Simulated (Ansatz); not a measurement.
**How Ag(110) screens a field**

Wanted: the response of a Ag(110) slab to a perpendicular field.

Calculated with Ansatz 0.2.0; plane-wave DFT, PBE, Ansatz PAW, in the first sound run; inputs show where later runs differ.

The raw output is cut from this account; settings, times and results stay.

**1. Set-up**

The cell holds 7 atoms: 7 Ag. Its edges and angles: a = 4.090 Å, b = 2.892 Å, c = 26.676 Å, α = 90.0°, β = 90.0°, γ = 90.0°. Vacuum lies along c.

**2. Single point, field 0**

A sawtooth potential applies the field, turning back in the middle of the vacuum. With the dipole correction the typed value is the field outside the slab. The induced dipole is small, so the SCF threshold is tight.

Input file input.yaml:

```yaml
crystal:
  lattice:
    - [4.09, 0.0, 0.0]
    - [0.0, 2.8920667351, 0.0]
    - [0.0, 0.0, 26.6762002052]
  atoms:
    - { symbol: Ag, position: [0.0, 0.0, 0.3373793843] }
    - { symbol: Ag, position: [0.5, 0.5, 0.3915862562] }
    - { symbol: Ag, position: [0.0, 0.0, 0.4457931281] }
    - { symbol: Ag, position: [0.5, 0.5, 0.5] }
    - { symbol: Ag, position: [0.0, 0.0, 0.5542068719] }
    - { symbol: Ag, position: [0.5, 0.5, 0.6084137438] }
    - { symbol: Ag, position: [0.0, 0.0, 0.6626206157] }
kpoints:
  mp_grid: { grid: [12, 18, 1] }
hamiltonian:
  xc: pbe
scf:
  occupations: { method: fermi_dirac, width: 0.1 }
  convergence: { dr2_threshold: 1.0e-10 }
efield:
  axis: 3
  dipole_correction: true
  ramp_position: 0.97
  ramp_width: 0.06
  amplitude: 0
output:
  forces: true
  write_potential: true
  write_density: true
  volumetric_format: npy
```

Launch:

```
> ansatz run input.yaml --threads 4 --pin off --max-ram 6144MiB --backend cpu --events-out ev --progress --plain --runs-dir out
```

Elapsed: 45 s, on 4 threads of Intel Xeon Platinum 8488C (Sapphire Rapids), shared host; peak memory 1.6 GiB.

Read from the output:

| Quantity | Value |
| --- | --- |
| energy at zero smearing | -53132.5178 eV |
| work function, upper face | 4.127 eV |
| dipole along the normal | -2.43e-8 e·Å |

Running mean over 1.446 Å of the planar mean; the ramp of the sawtooth is left out. Electron's electrostatic potential energy less the Fermi level against z:

z (Å), electron's electrostatic potential energy less the Fermi level (eV) and a bar from the least value:
```
        4       4.13 ##############################
        5       4.12 ##############################
        6       4.10 ##############################
        7       3.86 #############################
        8       0.78 ####################
        9      -4.97 ###
       10      -5.94 
       11      -6.06 
       12      -6.06 
       13      -6.07 
       14      -6.07 
       15      -6.07 
       16      -6.04 
       17      -5.85 #
       18      -3.58 #######
       19       2.48 #########################
       20       4.01 ##############################
       21       4.12 ##############################
       22       4.13 ##############################
       23       4.13 ##############################
```

Force by atom:

| atom | x (eV/Å) | y (eV/Å) | z (eV/Å) | size |
| --- | --- | --- | --- | --- |
| Ag1 | 0.000 | 0.000 | 0.057 | 0.057 |
| Ag2 | 0.000 | 0.000 | -0.325 | 0.325 |
| Ag3 | 0.000 | 0.000 | -0.029 | 0.029 |
| Ag4 | 0.000 | 0.000 | 0.000 | 0.000 |
| Ag5 | 0.000 | 0.000 | 0.029 | 0.029 |
| Ag6 | 0.000 | 0.000 | 0.325 | 0.325 |
| Ag7 | 0.000 | 0.000 | -0.057 | 0.057 |

The work function of the upper face is 4.13 eV.

**3. Atoms held, field 0.05 V/Å**

input.yaml: that of step 2 with these lines changed.

```diff
@@ -25,3 +25,3 @@
   ramp_width: 0.06
-  amplitude: 0
+  amplitude: 0.05
 output:
```

It took 49 s on 4 threads; peak memory 1.5 GiB; 3.2 min of CPU time.

The dipole is 0.0377 e·Å.

**4. Atoms held, field -0.05 V/Å**

input.yaml: that of step 3 with these lines changed.

```diff
@@ -25,3 +25,3 @@
   ramp_width: 0.06
-  amplitude: 0.05
+  amplitude: -0.05
 output:
```

It took 49 s on 4 threads; peak memory 1.5 GiB; 3.2 min of CPU time.

The dipole is -0.0377 e·Å.

**5. Single point, field 0.1 V/Å**

input.yaml: that of step 4 with these lines changed.

```diff
@@ -25,3 +25,3 @@
   ramp_width: 0.06
-  amplitude: -0.05
+  amplitude: 0.1
 output:
```

Elapsed: 51 s, on 4 threads; peak memory 1.5 GiB; 3.3 min of CPU time.

The dipole is 0.0754 e·Å.

**6. Single point, field -0.1 V/Å**

input.yaml: that of step 5 with these lines changed.

```diff
@@ -25,3 +25,3 @@
   ramp_width: 0.06
-  amplitude: 0.1
+  amplitude: -0.1
 output:
```

The job ended after 50 s (4 threads; peak memory 1.5 GiB).

The dipole is -0.0754 e·Å.

**7. Single point, field 0.2 V/Å**

input.yaml: that of step 6 with these lines changed.

```diff
@@ -25,3 +25,3 @@
   ramp_width: 0.06
-  amplitude: -0.1
+  amplitude: 0.2
 output:
```

Elapsed: 52 s, on 4 threads; peak memory 1.5 GiB; 3.4 min of CPU time.

The dipole is 0.151 e·Å.

**8. Atoms held, field -0.2 V/Å**

input.yaml: that of step 7 with these lines changed.

```diff
@@ -25,3 +25,3 @@
   ramp_width: 0.06
-  amplitude: 0.2
+  amplitude: -0.2
 output:
```

Wall time 50 s (4 threads); peak memory 1.5 GiB; 3.2 min of CPU time.

The dipole is -0.151 e·Å.

**9. Atoms held, field 0.4 V/Å**

input.yaml: that of step 8 with these lines changed.

```diff
@@ -25,3 +25,3 @@
   ramp_width: 0.06
-  amplitude: -0.2
+  amplitude: 0.4
 output:
@@ -31 +31,2 @@
   volumetric_format: npy
+  elf: true
```

Run time: 49 s. Hardware: 4 threads; peak memory 1.5 GiB.

Running mean over 1.446 Å of the planar mean, with the applied field; the ramp of the sawtooth is left out. Table of electron's electrostatic potential energy less the Fermi level by z:

| z (Å) | electron's electrostatic potential energy less the Fermi level (eV) |
| --- | --- |
| 4 | 2.72 |
| 5 | 3.12 |
| 6 | 3.49 |
| 7 | 3.59 |
| 8 | 0.733 |
| 9 | -4.97 |
| 10 | -5.95 |
| 11 | -6.06 |
| 12 | -6.06 |
| 13 | -6.07 |
| 14 | -6.06 |
| 15 | -6.07 |
| 16 | -6.04 |
| 17 | -5.85 |
| 18 | -3.57 |
| 19 | 2.60 |
| 20 | 4.41 |
| 21 | 4.90 |
| 22 | 5.31 |
| 23 | 5.71 |

The dipole is 0.302 e·Å.

**10. The response**

This step: plane-wave DFT, PBE, Ansatz PAW; screening of a field by a metal slab (Ansatz 0.2.0).

The dipoles give the slope, and the difference of two potentials shows where the field is screened.

This step gave:

- equivalent conductor thickness p/(ε₀AE): 11.53 Å
- distance between the outer atoms: 8.676 Å
- inner field over outer field: 0.006142
- image plane, upper face: 1.521 Å
- induced electrons on the upper face over ε₀E: -0.9836
- image plane, lower face: 1.521 Å
- induced electrons on the lower face over ε₀E: 0.9836

Table of dipole of the cell by applied field:

| applied field (V/Å) | dipole of the cell (e·Å) |
| --- | --- |
| -0.200 | -0.151 |
| -0.100 | -0.0754 |
| -0.050 | -0.0377 |
| 0.000 | 0 |
| 0.050 | 0.0377 |
| 0.100 | 0.0754 |
| 0.200 | 0.151 |
| 0.400 | 0.302 |

Local field over the applied field, running mean. From the potentials at -0.05 and 0.05 V/Å; running mean over 1.446 Å. Local field over applied field against z:

| z (Å) | local field over applied field |
| --- | --- |
| 4.5 | 0.997 |
| 5.0 | 0.993 |
| 5.5 | 0.983 |
| 6.0 | 0.958 |
| 6.5 | 0.902 |
| 7.0 | 0.786 |
| 7.5 | 0.582 |
| 8.0 | 0.325 |
| 8.5 | 0.110 |
| 9.0 | -0.00167 |
| 9.5 | -0.0162 |
| 10.0 | 0.00371 |
| 10.5 | 0.0196 |
| 11.0 | 0.0138 |
| 11.5 | -0.00159 |
| 12.0 | -0.00972 |
| 12.5 | -0.00354 |
| 13.0 | 0.00657 |
| 13.5 | 0.00890 |
| 14.0 | 1.8e-4 |
| 14.5 | -0.00870 |
| 15.0 | -0.00611 |
| 15.5 | 0.00866 |
| 16.0 | 0.0198 |
| 16.5 | 0.0115 |
| 17.0 | -0.0110 |
| 17.5 | -0.0144 |
| 18.0 | 0.0565 |
| 18.5 | 0.240 |
| 19.0 | 0.492 |
| 19.5 | 0.724 |
| 20.0 | 0.870 |
| 20.5 | 0.943 |
| 21.0 | 0.976 |
| 21.5 | 0.991 |
| 22.0 | 0.996 |
| 22.5 | 0.999 |

Electrons, planar mean, per unit field. Table of induced electron density by z:

| z (Å) | induced electron density (e/Å³ per V/Å) |
| --- | --- |
| 4.5 | 2.0e-5 |
| 5.0 | 5.3e-5 |
| 5.5 | 1.3e-4 |
| 6.0 | 3.2e-4 |
| 6.5 | 7.3e-4 |
| 7.0 | 0.00157 |
| 7.5 | 0.00291 |
| 8.0 | 0.00381 |
| 8.5 | 0.00152 |
| 9.0 | 4.9e-4 |
| 9.5 | -3.6e-4 |
| 10.0 | -3.8e-4 |
| 10.5 | -7.8e-5 |
| 11.0 | 3.0e-4 |
| 11.5 | 1.7e-4 |
| 12.0 | -7.7e-6 |
| 12.5 | -2.1e-4 |
| 13.0 | -1.3e-4 |
| 13.5 | 7.4e-5 |
| 14.0 | 2.4e-4 |
| 14.5 | 7.6e-5 |
| 15.0 | -1.2e-4 |
| 15.5 | -3.4e-4 |
| 16.0 | -1.0e-4 |
| 16.5 | 2.5e-4 |
| 17.0 | 5.1e-4 |
| 17.5 | -1.2e-4 |
| 18.0 | -8.4e-4 |
| 18.5 | -0.00340 |
| 19.0 | -0.00339 |
| 19.5 | -0.00200 |
| 20.0 | -9.7e-4 |
| 20.5 | -4.3e-4 |
| 21.0 | -1.8e-4 |
| 21.5 | -7.4e-5 |
| 22.0 | -2.8e-5 |
| 22.5 | -1.0e-5 |

By hand: between -0.05 and 0.05 V/Å the dipole changes by 0.07536 e·Å, a slope of 0.7536 e·Å²/V. A perfect conductor of thickness t has p = ε₀AEt, so t = 180.95 × 0.7536 / 11.829 = 11.53 Å (e/ε₀ = 180.95 V·Å, A in Å²). Less the 8.68 Å between the outer atoms, and halved, that puts each image plane 1.43 Å out.

The induced dipole is that of a conductor 11.53 Å thick.

**11. A changed input**

This step: plane-wave DFT, PBE, Ansatz PAW, but for the change named below (Ansatz 0.2.0).

A run with a changed input: it repeats the earlier run at 0.05 V/Å with hamiltonian.xc from pbe to lda and scf.mixing.preconditioner to resta.

input.yaml: that of step 9 with these lines changed.

```diff
@@ -16,3 +16,3 @@
 hamiltonian:
-  xc: pbe
+  xc: lda
 scf:
@@ -20,2 +20,3 @@
   convergence: { dr2_threshold: 1.0e-10 }
+  mixing: { preconditioner: resta }
 efield:
@@ -25,3 +26,3 @@
   ramp_width: 0.06
-  amplitude: 0.4
+  amplitude: 0.05
 output:
@@ -31,2 +32 @@
   volumetric_format: npy
-  elf: true
```

Elapsed: 53 s, on 4 threads; peak memory 1.5 GiB; 3.5 min of CPU time.

This step gave:

```yaml
energy_at_zero_smearing: -52204.7741 eV
dipole_along_the_normal: 0.03742 e·Å
```

Force by atom:

| atom | x (eV/Å) | y (eV/Å) | z (eV/Å) | size |
| --- | --- | --- | --- | --- |
| Ag1 | 0.000 | 0.000 | 0.766 | 0.766 |
| Ag2 | 0.000 | 0.000 | -0.157 | 0.157 |
| Ag3 | 0.000 | 0.000 | -0.025 | 0.025 |
| Ag4 | 0.000 | 0.000 | -0.001 | 0.001 |
| Ag5 | 0.000 | 0.000 | 0.028 | 0.028 |
| Ag6 | 0.000 | 0.000 | 0.155 | 0.155 |
| Ag7 | 0.000 | 0.000 | -0.766 | 0.766 |

| quantity | this run | earlier run | difference |
| --- | --- | --- | --- |
| dipole along the normal (e·Å) | 0.03742 | 0.03768 | -2.6e-4 |

It moves by -0.000263 e·Å.

**12. Varying the input**

This step: plane-wave DFT, PBE, Ansatz PAW (Ansatz 0.2.0).

Another changed input: it repeats the earlier run at 0.05 V/Å with scf.initial_density.chi_scale to 0.3, kpoints.mp_grid.grid from [12, 18, 1] to [8, 12, 1] and kpoints.mp_grid.shift to [0.5, 0.5, 0.0].

input.yaml: that of step 11 with these lines changed.

```diff
@@ -14,5 +14,5 @@
 kpoints:
-  mp_grid: { grid: [12, 18, 1] }
+  mp_grid: { grid: [8, 12, 1], shift: [0.5, 0.5, 0.0] }
 hamiltonian:
-  xc: lda
+  xc: pbe
 scf:
@@ -20,3 +20,3 @@
   convergence: { dr2_threshold: 1.0e-10 }
-  mixing: { preconditioner: resta }
+  initial_density: { chi_scale: 0.3 }
 efield:
```

Wall time 18 s (4 threads); peak memory 1 GiB; 68 s of CPU time.

| quantity | this run | earlier run | difference |
| --- | --- | --- | --- |
| dipole along the normal (e·Å) | 0.03766 | 0.03768 | -1.7e-5 |

The dipole moves by under 0.5 % or 5e-5 e·Å.

The change did no harm here.

**13. What came out**

```json
{
  "work function": "4.13 eV",
  "image plane, upper face": "1.52 Å",
  "induced electrons on the upper face over ε₀E": "-0.984",
  "equivalent conductor thickness p/(ε₀AE)": "11.5 Å",
  "inner field over outer field": "0.00614"
}
```

The induced charge has its centre 1.52 Å outside the outermost atoms; this is the plane from which a capacitor's gap or an image potential counts. The equivalent conductor thickness exceeds the distance between the outer atoms by 2.85 Å, about the sum of the two image-plane distances. In the middle of the slab the field is screened to under 2 % of its outer value. The atoms are held at bulk positions with the tabulated experimental lattice constant.

[Long decimals in the printed logs are rounded to 6 places.]

[Logs are printed without paths, hosts, clocks, repeated set-up lines and the standing remarks that a program may print on its own settings, such as how far it seeks lower states.]

[Hosts, paths, dates, database ids (printed as entryN), source tags and the programs' standing remarks are cut or masked in the printed files.]

[Maps of the electrostatic potential energy from Ansatz leave out the sawtooth potential of an applied field or a dipole correction, so their vacuum need not be flat; planar profiles and work functions include it.]
